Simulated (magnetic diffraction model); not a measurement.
# Solving a magnetic structure from powder neutron data: Ba2Tm2Ni4S11

Space group Pmmm (no. 47), a = 4.6820 Å, b = 8.9330 Å, c = 9.3200 Å.

| site | atom | x | y | z |
| --- | --- | --- | --- | --- |
| 2t | Tm | 1/2 | 1/2 | 0.7341 |
| 2s | Ba | 1/2 | 0 | 0.7511 |
| 2n | Ni | 0 | 0.2527 | 1/2 |
| 2m | Ni | 0 | 0.2512 | 0 |
| 1g | S | 0 | 1/2 | 1/2 |
| 1c | S | 0 | 0 | 1/2 |
| 2p | S | 1/2 | 0.2703 | 1/2 |
| 1a | S | 0 | 0 | 0 |
| 4u | S | 0 | 0.2957 | 0.2193 |
| 2o | S | 1/2 | 0.3081 | 0 |

This is a made-up structure (elements placed in a structure type, unrelaxed), so the numbers test the method and describe no known phase.

Only Tm and Ni are taken to order (form factors of Tm3+ and Ni3+); orders and moment sizes are assumed, and not adapted to the symmetry. Radiation: neutrons of λ = 1.909 Å, 3° to 45°; isotropic B of 0.15 Å² (Tm), 0.23 Å² (Ba), 0.23 Å² (Ni) and 0.25 Å² (S). The intensities are simulated: I ∝ L Σ (|F_N|² + |F_M⊥|²) for unpolarised neutrons, with F_M = 2.695 fm/μB × Σ f(s) S exp(2πi Q·r) exp(−B s²) at Q = H ± k (one set where k and −k are equivalent), only the part normal to Q counting and L = 1/(sin²θ cos θ). For collinear order S is the moment m, which repeats by lattice and centring translations R with the sign exp(−2πi k·R). Form factors are spin-only for 3d ions and dipole or tabulated for f ions, scattering lengths are Sears's of 1992, and absorption is left out. A label names one of the reflections at its angle. The strongest nuclear line in the range is 100, and lines under 0.2 are left out.

Above the ordering temperature:

```tsv
2θ (°)	index	I
11.76	(0 0 1)	0.5
12.27	(0 1 0)	6.6
17.02	(0 1 1)	0.8
23.53	(1 0 0)	20.2
23.64	(0 0 2)	21.8
24.68	(0 2 0)	21.8
26.61	(1 1 0)	1.7
26.71	(0 1 2)	1.9
27.42	(0 2 1)	1.1
29.18	(1 1 1)	0.4
33.59	(1 0 2)	84.9
34.36	(1 2 0)	97.7
34.44	(0 2 2)	100.0
35.79	(0 0 3)	0.4
35.89	(1 1 2)	1.1
36.43	(1 2 1)	1.2
37.39	(0 3 0)	3.4
39.33	(0 3 1)	1.6
42.13	(1 2 2)	4.2
43.27	(1 0 3)	3.4
43.96	(0 2 3)	1.1
44.65	(1 3 0)	1.8
```
(The table stops after 22 lines; 1 more lie at higher angle.)

Below it (cell unchanged):

```csv
2θ (°),I
11.76,1.8
12.27,32.8
17.02,1.5
23.53,61.1
23.64,71.9
24.68,31.9
26.38,0.4
26.61,34.9
26.71,41.7
27.42,1.2
29.18,1.0
33.59,98.8
34.36,105.3
34.44,108.7
35.79,1.5
35.89,41.6
36.43,1.4
37.39,6.0
37.97,1.9
39.33,1.7
42.13,40.8
43.27,4.8
43.96,2.2
44.65,7.8
44.72,7.7
```

**Question.** Find the propagation vector, then choose among these models:
A. collinear moments along [001], 6.2 μB on Tm and 0.87 μB on Ni; signs + at (1/2, 1/2, 0.7341), + at (1/2, 1/2, 0.2659), − at (0, 0.2527, 1/2), − at (0, 0.7473, 1/2), − at (0, 0.2512, 0), − at (0, 0.7488, 0)
B. collinear moments along [001], 6.2 μB on Tm and 0.87 μB on Ni; signs + at (1/2, 1/2, 0.7341), − at (1/2, 1/2, 0.2659), + at (0, 0.2527, 1/2), + at (0, 0.7473, 1/2), + at (0, 0.2512, 0), + at (0, 0.7488, 0)
C. collinear moments along [110], 6.2 μB on Tm and 0.87 μB on Ni; signs + at (1/2, 1/2, 0.7341), + at (1/2, 1/2, 0.2659), − at (0, 0.2527, 1/2), − at (0, 0.7473, 1/2), − at (0, 0.2512, 0), − at (0, 0.7488, 0)
D. collinear moments along [110], 6.2 μB on Tm and 0.87 μB on Ni; signs + at (1/2, 1/2, 0.7341), − at (1/2, 1/2, 0.2659), + at (0, 0.2527, 1/2), + at (0, 0.7473, 1/2), + at (0, 0.2512, 0), + at (0, 0.7488, 0)

No line moves, and magnetic intensity falls on nuclear lines such as the one at 23.64°; new lines at (1 0 1) and (0 1 3) have whole indices that obey the lattice centring, at places with no nuclear intensity to speak of, so the magnetic cell equals the chemical primitive cell: k = 0.

Magnetic intensity, observed (below minus above) and for each model:

| 2θ (°) | index | observed | A | B | C | D |
| --- | --- | --- | --- | --- | --- | --- |
| 11.76 | (0 0 1) | 1.3 | <0.2 | <0.2 | 1.3 | 132.4 |
| 12.27 | (0 1 0) | 26.3 | 121.9 | <0.2 | 26.3 | <0.2 |
| 17.02 | (0 1 1) | 0.7 | 0.6 | 65.0 | 0.7 | 73.7 |
| 23.53 | (1 0 0) | 40.9 | 52.2 | 2.4 | 40.9 | 1.9 |
| 23.64 | (0 0 2) | 50.1 | <0.2 | <0.2 | 50.1 | 3.6 |
| 24.68 | (0 2 0) | 10.2 | 47.1 | 2.1 | 10.2 | 0.5 |
| 26.61 | (1 1 0) | 33.1 | 50.1 | <0.2 | 33.1 | <0.2 |
| 29.18 | (1 1 1) | 0.6 | 0.7 | 67.6 | 0.6 | 58.2 |

Model C matches.

The structure used: k = (0 0 0), collinear moments along [110], 6.2 μB on Tm and 0.87 μB on Ni; signs + at (1/2, 1/2, 0.7341), + at (1/2, 1/2, 0.2659), − at (0, 0.2527, 1/2), − at (0, 0.7473, 1/2), − at (0, 0.2512, 0), − at (0, 0.7488, 0).

[Logs are printed without paths, hosts, clocks, repeated set-up lines and the standing remarks that a program may print on its own settings, such as how far it seeks lower states.]
